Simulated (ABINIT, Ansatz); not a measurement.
## Ranks, solvers and switches in ABINIT: SrTiO3 (Tausonite)

Which options change the time, and which the result? The test case is SrTiO3 (Tausonite).

Program: ABINIT 10.8.3. Level of theory: PBE and many-body steps on it, plane waves. Values are calculated unless marked as measured.

### 1. The structure

The structure is cubic, space group Pm-3m (No. 221). Conventional cell: a = 3.905 Å, b = 3.905 Å, c = 3.905 Å, α = 90.00°, β = 90.00°, γ = 90.00°. Nearest to Sr lie 12 O at 2.76 Å. Nearest to Ti lie 6 O at 1.95 Å. Nearest to O lie 2 Ti at 1.95 Å and 4 Sr at 2.76 Å. Farther neighbours, and contacts between anions beyond the nearest, are not listed.

The cell and positions come from the Crystallography Open Database and are kept as given unless a step says otherwise.

### 2. Base

This step: ABINIT 10.8.3; DFT, PBE, plane waves, norm-conserving pseudopotentials.

The sums over transitions need many empty states on a uniform mesh; this step solves for them.

Input file run.abi:

```
acell 3*1.0 Angstrom
rprim 
  3.905280000000 0.000000000000 0.000000000000
  0.000000000000 3.905280000000 0.000000000000
  0.000000000000 0.000000000000 3.905280000000
ntypat 3
znucl 38 22 8
natom 5
typat 1 2 3 3 3
xred 
  0.500000000000 0.500000000000 0.500000000000
  0.000000000000 0.000000000000 0.000000000000
  0.500000000000 0.000000000000 0.000000000000
  0.000000000000 0.500000000000 0.000000000000
  0.000000000000 0.000000000000 0.500000000000
pp_dirpath "pseudos"
pseudos "Sr.upf, Ti.upf, O.upf"
ecut 38
ngkpt 4 4 4
nshiftk 1
shiftk 0 0 0
kptopt 1
chksymbreak 0
iscf -2
irdden 1
istwfk *1
nband 215
nbdbuf 18
tolwfr 1e-09
nstep 60
prtvol 0
indata_prefix "in"
outdata_prefix "out"
tmpdata_prefix "tmp"
```

Run with:

```bash
$ OMP_NUM_THREADS=1 mpirun -n 56 abinit run.abi > log
```

The log of the run:

```text
.Version 10.8.3 of ABINIT. v10.8.2 released Aug 2026.

 Symmetries : space group Pm -3 m (#221); Bravais cP (primitive cubic)
[... echo of the input left out ...]
== DATASET  1 ==================================================================
-   mpi_nproc: 56, omp_nthreads: 1 (-1 if OMP is not activated)
-    --> not optimal distribution: autoparal keyword recommended in input file <--

--- !DatasetInfo
iteration_state: {dtset: 1, }
dimensions: {natom: 5, nkpt: 10, mband: 215, nsppol: 1, nspinor: 1, nspden: 1, mpw: 4632, }
cutoff_energies: {ecut:  38.0, pawecutdg:  -1.0, }
electrons: {nelect:   4.00000000E+01, charge:   0.00000000E+00, occopt:   1.00000000E+00, tsmear:   1.00000000E-02, }

 Real(R)+Recip(G) space primitive vectors, cartesian coordinates (Bohr,Bohr^-1):
 R(1)=  7.3799096  0.0000000  0.0000000  G(1)=  0.1355030  0.0000000  0.0000000
 R(2)=  0.0000000  7.3799096  0.0000000  G(2)=  0.0000000  0.1355030  0.0000000
 R(3)=  0.0000000  0.0000000  7.3799096  G(3)=  0.0000000  0.0000000  0.1355030
 Unit cell volume ucvol=  4.0193251E+02 bohr^3
 Angles (23,13,12)=  9.00000000E+01  9.00000000E+01  9.00000000E+01 degrees

 getcut: wavevector=  0.0000  0.0000  0.0000  ngfft=  45  45  45
         ecut(hartree)=     38.000   => boxcut(ratio)=   2.14855

--- Pseudopotential description ------------------------------------------------
- Sr Generated using ONCVPSP code by D. R. Hamann
- 38.00000  10.00000  171031                  znucl, zion, pspdat
12 -101130 2 -1 1834                          pspcod,pspxc,lmax,lloc,mmax
     nproj     2     2     2
  pspatm : epsatm=   12.84204793
         --- l  ekb(1:nproj) -->
             0    9.951127    1.027824
             1    7.382610    1.665143
             2    4.168853    0.950057
 pspatm: atomic psp has been read  and splines computed

- Ti Generated using ONCVPSP code by D. R. Hamann
- 22.00000  12.00000  171031                  znucl, zion, pspdat
12 -101130 2 -1 1586                          pspcod,pspxc,lmax,lloc,mmax
     nproj     2     2     2
  pspatm : epsatm=   14.68144553
         --- l  ekb(1:nproj) -->
[...]
pspatm: atomic psp has been read  and splines computed

- O Generated using ONCVPSP code by D. R. Hamann
-  8.00000   6.00000  171031                  znucl, zion, pspdat
12 -101130 2 -1 936                           pspcod,pspxc,lmax,lloc,mmax
     nproj     2     2     1
  pspatm : epsatm=    6.19545534
         --- l  ekb(1:nproj) -->
[...]
2   -1.331955
 pspatm: atomic psp has been read  and splines computed

--------------------------------------------------------------------------------

================================================================================
 prteigrs : about to open file out_EIG
 Non-SCF case, kpt    1 (  0.00000  0.00000  0.00000), residuals and eigenvalues=
  3.49E-10  3.75E-10  9.34E-11  9.51E-11  5.81E-10  1.80E-10  1.55E-10  2.22E-10
  2.07E-10  2.92E-10  4.45E-10  2.79E-10  4.48E-10  6.27E-10  3.01E-10  3.67E-10
  7.82E-10  1.88E-10  3.27E-10  7.12E-10  4.05E-10  4.79E-10  8.51E-10  4.41E-10
[...]
6.15E-07  5.19E-06  1.93E-05  1.77E-04  4.92E-05  1.68E-04  5.09E-04
 -1.8181E+00 -9.4790E-01 -9.4625E-01 -9.4625E-01 -9.4625E-01 -3.8343E-01
 -3.4734E-01 -3.4734E-01 -2.8601E-01 -2.8601E-01 -2.8601E-01  1.5118E-01
  1.5118E-01  1.5118E-01  2.1165E-01  2.1165E-01  2.1165E-01  2.4145E-01
[...]
4.2912E+00  4.2912E+00  4.2912E+00  4.3533E+00  4.3533E+00  4.3533E+00
  4.4189E+00  4.4189E+00  4.4189E+00  4.4239E+00  4.4239E+00  4.4239E+00
  4.4891E+00  4.4894E+00  4.4930E+00  4.5020E+00  4.5533E+00
 prteigrs : prtvol=0 or 1, do not print more k-points.

--- !ResultsGS
iteration_state: {dtset: 1, }
comment   : Summary of ground state results
lattice_vectors:
- [  7.3799096,   0.0000000,   0.0000000, ]
- [  0.0000000,   7.3799096,   0.0000000, ]
- [  0.0000000,   0.0000000,   7.3799096, ]
lattice_lengths: [   7.37991,    7.37991,    7.37991, ]
lattice_angles: [ 90.000,  90.000,  90.000, ] # degrees, (23, 13, 12)
lattice_volume:   4.0193251E+02
convergence: {deltae:  0.000E+00, res2:  0.000E+00, residm:  9.973E-10, diffor:  0.000E+00, }
etotal    :  -1.43540844E+02
entropy   :   0.00000000E+00
fermie    :   2.54497182E-01
cartesian_stress_tensor: null
pressure_GPa: null
xred      :
- [  5.0000E-01,   5.0000E-01,   5.0000E-01, Sr]
- [  0.0000E+00,   0.0000E+00,   0.0000E+00, Ti]
- [  5.0000E-01,   0.0000E+00,   0.0000E+00,  O]
- [  0.0000E+00,   5.0000E-01,   0.0000E+00,  O]
- [  0.0000E+00,   0.0000E+00,   5.0000E-01,  O]
cartesian_forces: null
force_length_stats: {min: null, max: null, mean: null, }

 Integrated electronic density in atomic spheres:
 ------------------------------------------------
 Atom  Sphere_radius  Integrated_density
[...]
================================================================================

 ----iterations are completed or convergence reached----

 Mean square residual over all n,k,spin=   40.039E-11; max=  99.733E-11
 reduced coordinates (array xred) for    5 atoms
[...]
0.000000      0.500000      0.000000
       0.000000      0.000000      0.500000

 cartesian coordinates (angstrom) at end:
    1      1.952640     1.952640     1.952640
    2      0.000000     0.000000     0.000000
    3      1.952640     0.000000     0.000000
    4      0.000000     1.952640     0.000000
    5      0.000000     0.000000     1.952640
 length scales=  1.889726  1.889726  1.889726 bohr
              =  1.000000  1.000000  1.000000 angstroms
 prteigrs : about to open file out_EIG
 Eigenvalues (hartree) for nkpt=  10  k points:
 kpt#   1, nband=215, wtk=  0.01563, kpt=  0.0000  0.0000  0.0000 (reduced coord)
[...]
4.19691    4.20881    4.20881    4.24180    4.24180    4.24180    4.29124    4.29124
   4.29124    4.35325    4.35325    4.35325    4.41891    4.41891    4.41891    4.42389
   4.42389    4.42390    4.48911    4.48941    4.49297    4.50196    4.55328
 prteigrs : prtvol=0 or 1, do not print more k-points.

== END DATASET(S) ==============================================================
================================================================================

 -outvars: echo values of variables after computation  --------
            nband         215
             nkpt          10
          spgroup         221
 [... the other variables as echoed above ...]

 Calculation completed.
```

Run time: 74 s. Hardware: 56 MPI ranks of Arm Neoverse N1, host not shared; peak memory 3.5 GiB.

Read from the output:

| Item | Value |
| --- | --- |
| gap | 1.908 eV |
| k of the valence top | 0.5, 0.5, 0.5 |
| k of the conduction bottom | 0, 0, 0 |
| least direct gap | 2.263 eV |
| k points computed | 10 |
| lowest point of the top converged band, above the valence top | 107.3397 eV |

On this mesh the gap is 1.908 eV.

The density comes from a self-consistent run that is not shown.

### 3. Ranks (8 × 1)

run.abi is that of step 2.

Run with:

```bash
$ OMP_NUM_THREADS=1 mpirun -n 8 abinit run.abi > log
```

The log of the run:

```text
.Version 10.8.3 of ABINIT. v10.8.2 released Aug 2026.

 Symmetries : space group Pm -3 m (#221); Bravais cP (primitive cubic)
[... echo of the input left out ...]
== DATASET  1 ==================================================================
-   mpi_nproc: 8, omp_nthreads: 1 (-1 if OMP is not activated)
-    --> not optimal distribution: autoparal keyword recommended in input file <--

--- !DatasetInfo
iteration_state: {dtset: 1, }
dimensions: {natom: 5, nkpt: 10, mband: 215, nsppol: 1, nspinor: 1, nspden: 1, mpw: 4632, }
cutoff_energies: {ecut:  38.0, pawecutdg:  -1.0, }
[...]
4.19691    4.20881    4.20881    4.24180    4.24180    4.24180    4.29124    4.29124
   4.29124    4.35325    4.35325    4.35325    4.41891    4.41891    4.41891    4.42389
   4.42389    4.42390    4.48911    4.48941    4.49297    4.50196    4.55328
 prteigrs : prtvol=0 or 1, do not print more k-points.

== END DATASET(S) ==============================================================
================================================================================

 -outvars: echo values of variables after computation  --------
            nband         215
             nkpt          10
          spgroup         221
 [... the other variables as echoed above ...]

 Calculation completed.
```

Elapsed: 2.2 min, on 8 MPI ranks; peak memory 0.73 GiB; 18 min of CPU time.

This step gave:

```yaml
gap: 1.908 eV
k_of_the_valence_top: 0.5, 0.5, 0.5
k_of_the_conduction_bottom: 0, 0, 0
least_direct_gap: 2.263 eV
k_points_computed: 10
lowest_point_of_the_top_converged_band_above_the_valence_top: 107.3397 eV
```

On this mesh the gap is 1.908 eV.

### 4. Ranks (16 × 1)

run.abi is that of step 3.

Run with:

```bash
$ OMP_NUM_THREADS=1 mpirun -n 16 abinit run.abi > log
```

The log of the run:

```text
.Version 10.8.3 of ABINIT. v10.8.2 released Aug 2026.

 Symmetries : space group Pm -3 m (#221); Bravais cP (primitive cubic)
[... echo of the input left out ...]
== DATASET  1 ==================================================================
-   mpi_nproc: 16, omp_nthreads: 1 (-1 if OMP is not activated)
-    --> not optimal distribution: autoparal keyword recommended in input file <--

--- !DatasetInfo
iteration_state: {dtset: 1, }
dimensions: {natom: 5, nkpt: 10, mband: 215, nsppol: 1, nspinor: 1, nspden: 1, mpw: 4632, }
cutoff_energies: {ecut:  38.0, pawecutdg:  -1.0, }
[...]
4.19691    4.20881    4.20881    4.24180    4.24180    4.24180    4.29124    4.29124
   4.29124    4.35325    4.35325    4.35325    4.41891    4.41891    4.41891    4.42389
   4.42389    4.42390    4.48911    4.48941    4.49297    4.50196    4.55328
 prteigrs : prtvol=0 or 1, do not print more k-points.

== END DATASET(S) ==============================================================
================================================================================

 -outvars: echo values of variables after computation  --------
            nband         215
             nkpt          10
          spgroup         221
 [... the other variables as echoed above ...]

 Calculation completed.
```

Wall time 75 s (16 MPI ranks); peak memory 1.2 GiB; 20 min of CPU time.

Numbers from this step:

```
gap                                                           : 1.908 eV
k of the valence top                                          : 0.5, 0.5, 0.5
k of the conduction bottom                                    : 0, 0, 0
least direct gap                                              : 2.263 eV
k points computed                                             : 10
lowest point of the top converged band, above the valence top : 107.3397 eV
```

On this mesh the gap is 1.908 eV.

### 5. LOBPCG

Changes to run.abi since step 4:

```diff
@@ -31,2 +31,7 @@
 prtvol 0
+wfoptalg 114
+paral_kgb 1
+np_spkpt 2
+npband 1
+npfft 1
 indata_prefix "in"
```

Run with:

```bash
$ OMP_NUM_THREADS=1 mpirun -n 2 abinit run.abi > log
```

The log of the run:

```text
.Version 10.8.3 of ABINIT. v10.8.2 released Aug 2026.

 Symmetries : space group Pm -3 m (#221); Bravais cP (primitive cubic)
[... echo of the input left out ...]
== DATASET  1 ==================================================================
-   mpi_nproc: 2, omp_nthreads: 1 (-1 if OMP is not activated)

--- !DatasetInfo
iteration_state: {dtset: 1, }
dimensions: {natom: 5, nkpt: 10, mband: 215, nsppol: 1, nspinor: 1, nspden: 1, mpw: 4632, }
cutoff_energies: {ecut:  38.0, pawecutdg:  -1.0, }
[...]
4.19691    4.20881    4.20881    4.24180    4.24180    4.24180    4.29124    4.29124
   4.29124    4.35325    4.35325    4.35325    4.41891    4.41891    4.41891    4.42389
   4.42389    4.42389    4.48908    4.48908    4.49289    4.50157    4.55272
 prteigrs : prtvol=0 or 1, do not print more k-points.

== END DATASET(S) ==============================================================
================================================================================

 -outvars: echo values of variables after computation  --------
            nband         215
             nkpt          10
          spgroup         221
 [... the other variables as echoed above ...]

 Calculation completed.
```

Wall time 7.4 min (2 MPI ranks); peak memory 0.65 GiB.

Read from the output:

* gap: 1.908 eV
* k of the valence top: 0.5, 0.5, 0.5
* k of the conduction bottom: 0, 0, 0
* least direct gap: 2.263 eV
* k points computed: 10
* lowest point of the top converged band, above the valence top: 107.3397 eV

On this mesh the gap is 1.908 eV.

### 6. Chebyshev filtering

Changes to run.abi since step 5:

```diff
@@ -31,3 +31,3 @@
 prtvol 0
-wfoptalg 114
+wfoptalg 111
 paral_kgb 1
```

The log of the run:

```text
.Version 10.8.3 of ABINIT. v10.8.2 released Aug 2026.

 Symmetries : space group Pm -3 m (#221); Bravais cP (primitive cubic)
[... echo of the input left out ...]
== DATASET  1 ==================================================================
-   mpi_nproc: 2, omp_nthreads: 1 (-1 if OMP is not activated)

--- !DatasetInfo
iteration_state: {dtset: 1, }
dimensions: {natom: 5, nkpt: 10, mband: 215, nsppol: 1, nspinor: 1, nspden: 1, mpw: 4632, }
cutoff_energies: {ecut:  38.0, pawecutdg:  -1.0, }
[...]
4.19691    4.20881    4.20881    4.24180    4.24180    4.24180    4.29124    4.29124
   4.29124    4.35325    4.35325    4.35326    4.41891    4.41891    4.41895    4.42390
   4.42391    4.42395    4.48955    4.49074    4.49441    4.50234    4.56060
 prteigrs : prtvol=0 or 1, do not print more k-points.

== END DATASET(S) ==============================================================
================================================================================

 -outvars: echo values of variables after computation  --------
            nband         215
             nkpt          10
          spgroup         221
 [... the other variables as echoed above ...]

 Calculation completed.
```

Elapsed: 8.9 min, on 2 MPI ranks; peak memory 0.51 GiB.

Read from the output:

```yaml
gap: 1.908 eV
k_of_the_valence_top: 0.5, 0.5, 0.5
k_of_the_conduction_bottom: 0, 0, 0
least_direct_gap: 2.263 eV
k_points_computed: 10
lowest_point_of_the_top_converged_band_above_the_valence_top: 107.3397 eV
```

On this mesh the gap is 1.908 eV.

### 7. Line minimisations

Changes to run.abi since step 6:

```diff
@@ -31,7 +31,3 @@
 prtvol 0
-wfoptalg 111
-paral_kgb 1
-np_spkpt 2
-npband 1
-npfft 1
+nline 2
 indata_prefix "in"
```

Run with:

```bash
$ OMP_NUM_THREADS=1 mpirun -n 56 abinit run.abi > log
```

The log of the run:

```text
.Version 10.8.3 of ABINIT. v10.8.2 released Aug 2026.

 Symmetries : space group Pm -3 m (#221); Bravais cP (primitive cubic)
[... echo of the input left out ...]
== DATASET  1 ==================================================================
-   mpi_nproc: 56, omp_nthreads: 1 (-1 if OMP is not activated)
-    --> not optimal distribution: autoparal keyword recommended in input file <--

--- !DatasetInfo
iteration_state: {dtset: 1, }
dimensions: {natom: 5, nkpt: 10, mband: 215, nsppol: 1, nspinor: 1, nspden: 1, mpw: 4632, }
cutoff_energies: {ecut:  38.0, pawecutdg:  -1.0, }
[...]
4.19691    4.20881    4.20881    4.24180    4.24180    4.24180    4.29124    4.29124
   4.29124    4.35325    4.35325    4.35326    4.41891    4.41891    4.41894    4.42389
   4.42390    4.42390    4.48914    4.48992    4.49289    4.50270    4.55698
 prteigrs : prtvol=0 or 1, do not print more k-points.

== END DATASET(S) ==============================================================
================================================================================

 -outvars: echo values of variables after computation  --------
            nband         215
             nkpt          10
          spgroup         221
 [... the other variables as echoed above ...]

 Calculation completed.
```

Run time: 1.8 min. Hardware: 56 MPI ranks; peak memory 3.6 GiB; 1.7 h of CPU time.

Numbers from this step:

```
gap                                                           : 1.908 eV
k of the valence top                                          : 0.5, 0.5, 0.5
k of the conduction bottom                                    : 0, 0, 0
least direct gap                                              : 2.263 eV
k points computed                                             : 10
lowest point of the top converged band, above the valence top : 107.3397 eV
```

On this mesh the gap is 1.908 eV.

(Part 1 of 2 ends here.)

[Long decimals in the printed logs are rounded to 6 places.]

[Logs are printed without paths, hosts, clocks, repeated set-up lines and the standing remarks that a program may print on its own settings, such as how far it seeks lower states.]

[Paths, hosts, dates, memory and timing lines, banners, echoed tables and standing remarks are left out of the program output; an Ansatz launch command may be rebuilt from the run's recorded settings. Measured values are a selection of at most five: reports struck by readers or far from the other reports are left out. None is set beside runs whose start may be inverted or whose files or cutoffs have a known fault.]

[Runs of the session that timed out or met a known fault of the program may be left out.]

[Hosts, paths, dates, database ids (printed as entryN), source tags and the programs' standing remarks are cut or masked in the printed files.]

[G0W0 gaps are taken among the corrected bands and points alone; a level outside them can change the order at an edge.]

[Where Ansatz stands beside ABINIT at settings called matched, ABINIT's density can come from a denser mesh and the files from another edition; pairs whose starting gaps differed by over 0.03 eV were left out, so agreement reads better than it is.]
